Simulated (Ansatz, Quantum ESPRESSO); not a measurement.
# Fe (Im-3m): electron–phonon coupling with Quantum ESPRESSO, part 2 of 2

Each step names its level of theory.

So far. Step 2 (Relaxation): The largest force is now zero by symmetry and the largest stress component 0.045 GPa. Step 3 (Ground state with pw.x): With these potentials, mesh and smearing the cell is at 0.90 GPa. The relaxed cell has a = 2.831 Å (conventional setting).

### Step 4. Second program, linear response: Fermi–Dirac smearing of 0.1 eV

Level of this step: DFT PBE, scalar-relativistic, plane waves, GBRV ultrasoft pseudopotentials (Quantum ESPRESSO).

ph.x gives each mode's frequency and linewidth; λ of a mode follows from Gaussian double-delta sums over the k mesh, here at four widths.

File ph.in:

```
phonons and couplings
 &inputph
    prefix='x',
    outdir='./tmp',
    tr2_ph=1.0d-15,
    fildyn='x.dyn',
    fildvscf='dvscf',
    ldisp=.true.,
    nq1=3,
    nq2=3,
    nq3=3,
    electron_phonon='simple',
    el_ph_ngauss=0,
    el_ph_sigma=0.00734986,
    el_ph_nsigma=4,
    alpha_mix(1)=0.5,
    amass(1)=55.845,
 /
```

Run with:

```bash
$ OMP_NUM_THREADS=1 mpirun -n 4 ph.x -nk 4 -in ph.in > ph.x.log
```

What it wrote:

```text
[banner, memory and clock lines left out]
Program PHONON v.7.5

     ./tmp/x.save/

     IMPORTANT: XC functional enforced from input :
     Exchange-correlation= PBE
                           (   1   4   3   4   0   0   0)
     Any further DFT definition will be discarded
     Please, verify this is what you really want

     G-vector sticks info

     Check: negative core charge=   -0.000045
     Reading collected, re-writing distributed wavefunctions in ./tmp/

     Dynamical matrices for ( 3, 3, 3)  uniform grid of q-points
     (   4 q-points):
       N         xq(1)         xq(2)         xq(3)
       1   0.000000000   0.000000000   0.000000000
       2   0.288675135   0.288675135   0.000000000
       3   0.577350269   0.288675135   0.288675135
       4  -0.000000000  -0.000000000   0.577350269

     Number and degeneracy of irreps per q-point
       N         xq(1)         xq(2)         xq(3)   N irreps
       1   0.000000000   0.000000000   0.000000000       1
        3
       2   0.288675135   0.288675135   0.000000000       3
     No degeneracy
       3   0.577350269   0.288675135   0.288675135       2
        1   2
       4  -0.000000000  -0.000000000   0.577350269       2
        1   2

     Saving dvscf to file. Distribute only q points, not irreducible representations.

     Calculation of q =    0.0000000   0.0000000   0.0000000

     phonons and couplings

     bravais-lattice index     =            0
     lattice parameter (alat)  =       4.6339  a.u.
     unit-cell volume          =      76.5976 (a.u.)^3
     number of atoms/cell      =            1
     number of atomic types    =            1
     kinetic-energy cut-off    =      52.0000  Ry
     charge density cut-off    =     416.0000  Ry
     convergence threshold     =      1.0E-15
     beta                      =       0.5000
     number of iterations used =            4
     Exchange-correlation= PBE
                           (   1   4   3   4   0   0   0)

     celldm(1)=    4.63389  celldm(2)=    0.00000  celldm(3)=    0.00000
     celldm(4)=    0.00000  celldm(5)=    0.00000  celldm(6)=    0.00000

     crystal axes: (cart. coord. in units of alat)
               a(1) = ( -0.5774  0.5774  0.5774 )
               a(2) = (  0.5774 -0.5774  0.5774 )
               a(3) = (  0.5774  0.5774 -0.5774 )

     reciprocal axes: (cart. coord. in units 2 pi/alat)
               b(1) = (  0.0000  0.8660  0.8660 )
               b(2) = (  0.8660  0.0000  0.8660 )
               b(3) = (  0.8660  0.8660  0.0000 )

     Atoms inside the unit cell:

     Cartesian axes

     site n.  atom      mass           positions (alat units)
        1  Fe     55.8450   tau(    1) = (    0.00000    0.00000    0.00000  )

     Computing dynamical matrix for
                    q = (   0.0000000   0.0000000   0.0000000 )

     49 Sym.Ops. (with q -> -q+G )

     G cutoff =  226.2690  (  10889 G-vectors)     FFT grid: ( 32, 32, 32)
     G cutoff =  113.1345  (   3925 G-vectors)  smooth grid: ( 24, 24, 24)

     number of k points=   240  Fermi-Dirac smearing, width (Ry)=  0.0073

     PseudoPot. # 1 for Fe read from file:
     ./pseudo/Fe.upf
     Pseudo is Ultrasoft + core correction, Zval = 16.0
     Using radial grid of  861 points,  6 beta functions with:
                l(1) =   0
                l(2) =   0
                l(3) =   1
                l(4) =   1
                l(5) =   2
                l(6) =   2
     Q(r) pseudized with  8 coefficients,  rinner =    1.000   1.000   1.000
                                                       1.000   1.000

     Mode symmetry, O_h (m-3m)  point group:

     Atomic displacements:
     There are    1 irreducible representations

     Representation     1      3 modes -  To be done

     Alpha used in Ewald sum =   2.8000

     Representation #   1 modes #   1   2   3

     Self-consistent Calculation

     Pert. #  1: Fermi energy shift (Ry) =    -4.3082E-26     2.1943E-37
     Pert. #  2: Fermi energy shift (Ry) =    -8.1856E-26     5.6424E-37
     Pert. #  3: Fermi energy shift (Ry) =    -1.4221E-25     4.2318E-37

      thresh= 1.000E-02 alpha_mix =  0.500 |ddv_scf|^2 =  9.478E-06

     Pert. #  1: Fermi energy shift (Ry) =    -1.7233E-26     1.9592E-39
     Pert. #  2: Fermi energy shift (Ry) =     2.6711E-25     2.5469E-38
     Pert. #  3: Fermi energy shift (Ry) =     1.9643E-25     1.4571E-38

      thresh= 3.079E-04 alpha_mix =  0.500 |ddv_scf|^2 =  7.107E-07

     Pert. #  1: Fermi energy shift (Ry) =    -3.0696E-26    -2.2959E-41
     Pert. #  2: Fermi energy shift (Ry) =     9.1550E-27     4.0561E-40
     Pert. #  3: Fermi energy shift (Ry) =     2.7987E-26    -1.1097E-40

      thresh= 8.430E-05 alpha_mix =  0.500 |ddv_scf|^2 =  2.184E-09

     Pert. #  1: Fermi energy shift (Ry) =     5.3853E-27     2.6785E-41
     Pert. #  2: Fermi energy shift (Ry) =    -3.9851E-26     1.2245E-40
     Pert. #  3: Fermi energy shift (Ry) =    -8.5828E-26     4.0178E-41

      thresh= 4.673E-06 alpha_mix =  0.500 |ddv_scf|^2 =  4.933E-11

     Pert. #  1: Fermi energy shift (Ry) =    -3.2312E-27     3.8265E-42
     Pert. #  2: Fermi energy shift (Ry) =     1.6156E-26     4.9744E-41
     Pert. #  3: Fermi energy shift (Ry) =    -3.2127E-26     2.8459E-41

      thresh= 7.023E-07 alpha_mix =  0.500 |ddv_scf|^2 =  3.113E-12

     Pert. #  1: Fermi energy shift (Ry) =    -1.9387E-26    -4.7831E-43
     Pert. #  2: Fermi energy shift (Ry) =    -4.0928E-26     3.3482E-42
     Pert. #  3: Fermi energy shift (Ry) =    -2.4949E-26     6.7262E-43

      thresh= 1.764E-07 alpha_mix =  0.500 |ddv_scf|^2 =  4.158E-14

     Pert. #  1: Fermi energy shift (Ry) =    -1.0771E-27     2.3915E-43
     Pert. #  2: Fermi energy shift (Ry) =     3.6620E-26     1.9132E-42
     Pert. #  3: Fermi energy shift (Ry) =     1.9656E-26     2.0029E-42

      thresh= 2.039E-08 alpha_mix =  0.500 |ddv_scf|^2 =  5.948E-16

     End of self-consistent calculation

     Convergence has been achieved

     Number of q in the star =    1
     List of q in the star:
          1   0.000000000   0.000000000   0.000000000

     Diagonalizing the dynamical matrix

     q = (    0.000000000   0.000000000   0.000000000 )

 **************************************************************************
     freq (    1) =      -0.165489 [THz] =      -5.520106 [cm-1]
     freq (    2) =      -0.165489 [THz] =      -5.520106 [cm-1]
     freq (    3) =      -0.165489 [THz] =      -5.520106 [cm-1]
 **************************************************************************

     Mode symmetry, O_h (m-3m)  point group:

     freq (   1-   3) =         -5.5  [cm-1]   --> T_1u G_15  G_4- I

     Gaussian Broadening:   0.007 Ry, ngauss=   0
[...]
unit-cell volume          =      76.5976 (a.u.)^3
     number of atoms/cell      =            1
     number of atomic types    =            1
     number of electrons       =        16.00
     number of Kohn-Sham states=           15
     kinetic-energy cutoff     =      52.0000  Ry
     charge density cutoff     =     416.0000  Ry
     Exchange-correlation= PBE
                           (   1   4   3   4   0   0   0)

     celldm(1)=   4.633890  celldm(2)=   0.000000  celldm(3)=   0.000000
     celldm(4)=   0.000000  celldm(5)=   0.000000  celldm(6)=   0.000000

     crystal axes: (cart. coord. in units of alat)
               a(1) = (  -0.577350   0.577350   0.577350 )
               a(2) = (   0.577350  -0.577350   0.577350 )
               a(3) = (   0.577350   0.577350  -0.577350 )

     reciprocal axes: (cart. coord. in units 2 pi/alat)
               b(1) = (  0.000000  0.866025  0.866025 )
               b(2) = (  0.866025  0.000000  0.866025 )
               b(3) = (  0.866025  0.866025  0.000000 )

     PseudoPot. # 1 for Fe read from file:
     ./pseudo/Fe.upf
     Pseudo is Ultrasoft + core correction, Zval = 16.0
     Using radial grid of  861 points,  6 beta functions with:
[...]
l(5) =   2
                l(6) =   2
     Q(r) pseudized with  8 coefficients,  rinner =    1.000   1.000   1.000
                                                       1.000   1.000

     atomic species   valence    mass     pseudopotential
     Fe               16.00    55.84500     Fe( 1.00)

     Starting magnetic structure
     atomic species   magnetization
     Fe              0.152

     48 Sym. Ops., with inversion, found

   Cartesian axes

     site n.     atom                  positions (alat units)
         1        Fe     tau(   1) = (   0.0000000   0.0000000   0.0000000  )

     number of k points=  1080  Fermi-Dirac smearing, width (Ry)=  0.0073

     Number of k-points >= 100: set verbosity='high' to print them.

     Dense  grid:    10889 G-vectors     FFT dimensions: (  32,  32,  32)

     Smooth grid:     3925 G-vectors     FFT dimensions: (  24,  24,  24)

     Check: negative core charge=   -0.000045

     The potential is recalculated from file :
     ./tmp/_ph0/x.q_4/x.save/charge-density

     Starting wfcs are   13 atomic +    2 random wfcs

     Band Structure Calculation
     Davidson diagonalization with overlap

     ethr =  6.25E-11,  avg # of iterations = 11.6

     End of band structure calculation

     Number of k-points >= 100: set verbosity='high' to print the bands.

     the Fermi energy is    18.2366 ev

     Writing config to output data dir ./tmp/_ph0/x.q_4/x.save/ :
     XML data file

     phonons and couplings

     bravais-lattice index     =            0
     lattice parameter (alat)  =       4.6339  a.u.
     unit-cell volume          =      76.5976 (a.u.)^3
     number of atoms/cell      =            1
     number of atomic types    =            1
     kinetic-energy cut-off    =      52.0000  Ry
     charge density cut-off    =     416.0000  Ry
     convergence threshold     =      1.0E-15
     beta                      =       0.5000
     number of iterations used =            4
     Exchange-correlation= PBE
                           (   1   4   3   4   0   0   0)

     celldm(1)=    4.63389  celldm(2)=    0.00000  celldm(3)=    0.00000
     celldm(4)=    0.00000  celldm(5)=    0.00000  celldm(6)=    0.00000

     crystal axes: (cart. coord. in units of alat)
               a(1) = ( -0.5774  0.5774  0.5774 )
               a(2) = (  0.5774 -0.5774  0.5774 )
               a(3) = (  0.5774  0.5774 -0.5774 )

     reciprocal axes: (cart. coord. in units 2 pi/alat)
               b(1) = (  0.0000  0.8660  0.8660 )
               b(2) = (  0.8660  0.0000  0.8660 )
               b(3) = (  0.8660  0.8660  0.0000 )

     Atoms inside the unit cell:

     Cartesian axes

     site n.  atom      mass           positions (alat units)
        1  Fe     55.8450   tau(    1) = (    0.00000    0.00000    0.00000  )

     Computing dynamical matrix for
                    q = (  -0.0000000  -0.0000000   0.5773503 )

      8 Sym.Ops. (no q -> -q+G )

     G cutoff =  226.2690  (  10889 G-vectors)     FFT grid: ( 32, 32, 32)
     G cutoff =  113.1345  (   3925 G-vectors)  smooth grid: ( 24, 24, 24)

     number of k points=  2160  Fermi-Dirac smearing, width (Ry)=  0.0073

     PseudoPot. # 1 for Fe read from file:
     ./pseudo/Fe.upf
     Pseudo is Ultrasoft + core correction, Zval = 16.0
     Using radial grid of  861 points,  6 beta functions with:
                l(1) =   0
                l(2) =   0
                l(3) =   1
                l(4) =   1
                l(5) =   2
                l(6) =   2
     Q(r) pseudized with  8 coefficients,  rinner =    1.000   1.000   1.000
                                                       1.000   1.000

     Mode symmetry, C_4v (4mm)  point group:

     Atomic displacements:
     There are    2 irreducible representations

     Representation     1      1 modes -  To be done

     Representation     2      2 modes -  To be done

     Alpha used in Ewald sum =   2.8000

     Representation #   1 mode #   1

     Self-consistent Calculation

[...]
End of self-consistent calculation

     Convergence has been achieved

     Representation #   2 modes #   2   3

     Self-consistent Calculation

[...]
thresh= 6.791E-04 alpha_mix =  0.500 |ddv_scf|^2 =  1.272E-06

      thresh= 1.128E-04 alpha_mix =  0.500 |ddv_scf|^2 =  2.102E-08

      thresh= 1.450E-05 alpha_mix =  0.500 |ddv_scf|^2 =  5.053E-10

      thresh= 2.248E-06 alpha_mix =  0.500 |ddv_scf|^2 =  7.492E-12

      thresh= 2.737E-07 alpha_mix =  0.500 |ddv_scf|^2 =  5.447E-13

      thresh= 7.381E-08 alpha_mix =  0.500 |ddv_scf|^2 =  4.084E-14

      thresh= 2.021E-08 alpha_mix =  0.500 |ddv_scf|^2 =  2.282E-15

      thresh= 4.777E-09 alpha_mix =  0.500 |ddv_scf|^2 =  1.343E-16

     End of self-consistent calculation

     Convergence has been achieved

     Number of q in the star =    6
     List of q in the star:
          1   0.000000000   0.000000000   0.577350269
          2   0.577350269   0.000000000   0.000000000
          3  -0.577350269  -0.000000000  -0.000000000
          4  -0.000000000   0.577350269  -0.000000000
          5   0.000000000  -0.577350269   0.000000000
          6  -0.000000000  -0.000000000  -0.577350269

     Diagonalizing the dynamical matrix

     q = (   -0.000000000  -0.000000000   0.577350269 )

 **************************************************************************
     freq (    1) =       7.428992 [THz] =     247.804486 [cm-1]
     freq (    2) =       7.428992 [THz] =     247.804486 [cm-1]
     freq (    3) =       8.830395 [THz] =     294.550270 [cm-1]
 **************************************************************************

     Mode symmetry, C_4v (4mm)  point group:

     freq (   1-   2) =        247.8  [cm-1]   --> E    G_5 D_5
     freq (   3-   3) =        294.6  [cm-1]   --> A_1  G_1 D_1

     Gaussian Broadening:   0.007 Ry, ngauss=   0
     DOS =  6.630783 states/spin/Ry/Unit Cell at Ef= 18.226063 eV
     double delta at Ef =144.058817
[...]
Gaussian Broadening:   0.015 Ry, ngauss=   0
     DOS =  6.047133 states/spin/Ry/Unit Cell at Ef= 18.230384 eV
     double delta at Ef = 96.968188
[...]
lambda(    2)=  0.1239   gamma=   39.48 GHz
     lambda(    3)=  0.0922   gamma=   41.50 GHz

     Gaussian Broadening:   0.022 Ry, ngauss=   0
     DOS =  6.059061 states/spin/Ry/Unit Cell at Ef= 18.241230 eV
     double delta at Ef = 87.359682
     lambda(    1)=  0.1285   gamma=   41.03 GHz
     lambda(    2)=  0.1285   gamma=   41.03 GHz
     lambda(    3)=  0.0959   gamma=   43.25 GHz

     Gaussian Broadening:   0.029 Ry, ngauss=   0
     DOS =  6.214366 states/spin/Ry/Unit Cell at Ef= 18.260540 eV
     double delta at Ef = 86.354447
     lambda(    1)=  0.1314   gamma=   43.03 GHz
     lambda(    2)=  0.1314   gamma=   43.03 GHz
     lambda(    3)=  0.1049   gamma=   48.54 GHz
```

The job ended after 26 min (4 MPI ranks of Arm Neoverse V1, shared host; 1.8 h of CPU time).

Numbers from this step:

| Item | Value |
| --- | --- |
| highest frequency, solved or plainly interpolated | 294.6 cm⁻¹ |
| omega log against width | 27.96, 28.69, 28.73, 28.72 meV, at widths 0.1 to 0.4 eV |

As ph.x prints them, no sum rule imposed; at the zone centre the sum is no linewidth. Double-delta sums:

```csv
q1,q2,q3,star,mode,omega (meV),"lambda_q, sigma 0.1 eV","lambda_q, sigma 0.2 eV","lambda_q, sigma 0.3 eV","lambda_q, sigma 0.4 eV",half width at sigma 0.2 (meV)
0,0,0,1,1,-0.6844,0,0,0,0,4.14e-5
0,0,0,1,2,-0.6844,0,0,0,0,4.14e-5
0,0,0,1,3,-0.6844,0,0,0,0,4.14e-5
0,0,0.3333,12,1,18.75,0.0655,0.0543,0.0556,0.0602,0.02663
0,0,0.3333,12,2,23.34,0.0419,0.0308,0.0337,0.0451,0.02341
0,0,0.3333,12,3,35.46,0.0519,0.039,0.041,0.049,0.06853
0,0.3333,0.3333,8,1,25.69,0.0358,0.0764,0.0832,0.0838,0.07043
0,0.3333,0.3333,8,2,34.73,0.0198,0.028,0.0324,0.037,0.04711
0,0.3333,0.3333,8,3,34.73,0.0198,0.028,0.0324,0.037,0.04711
0.3333,0.3333,-0.3333,6,1,30.72,0.0843,0.1239,0.1285,0.1314,0.1633
0.3333,0.3333,-0.3333,6,2,30.72,0.0843,0.1239,0.1285,0.1314,0.1633
0.3333,0.3333,-0.3333,6,3,36.52,0.0726,0.0922,0.0959,0.1049,0.1716
```

Mean over the q mesh without its centre; few wavevectors enter, so none of the widths can be taken as converged. Table of coupling constant λ, lambda by Gaussian width:

```csv
Gaussian width (eV),"coupling constant λ, lambda"
0.100,0.152
0.200,0.176
0.300,0.187
0.400,0.205
```

λ runs from 0.152 at 0.1 eV to 0.205 at 0.4 eV.

### Step 5. What came out

```json
{"phonon run of the rows without a label of their own": "PBE, q 3×3×3, k 15×15×15", "coupling λ by Gaussian sums at 0.2 eV, Quantum ESPRESSO, GBRV, cutoff 707 eV, q 3×3×3, k 15×15×15": "0.176"}
```

Under gradient-corrected functionals ph.x can misplace modes where the density is low; no frozen-phonon run checks these frequencies. In the last run that gave them, λ from the Gaussian sums still varies by a factor of 1.3 between widths of 0.1 and 0.4 eV; these sums hold few wavevectors and leave out the zone centre. The magnetic order is the one that this small cell was started in and need not be the ground state.

[Logs are printed without paths, hosts, clocks, repeated set-up lines and the standing remarks that a program may print on its own settings, such as how far it seeks lower states.]

[Hosts, paths, dates, database ids (printed as entryN), source tags and the programs' standing remarks are cut or masked in the printed files.]
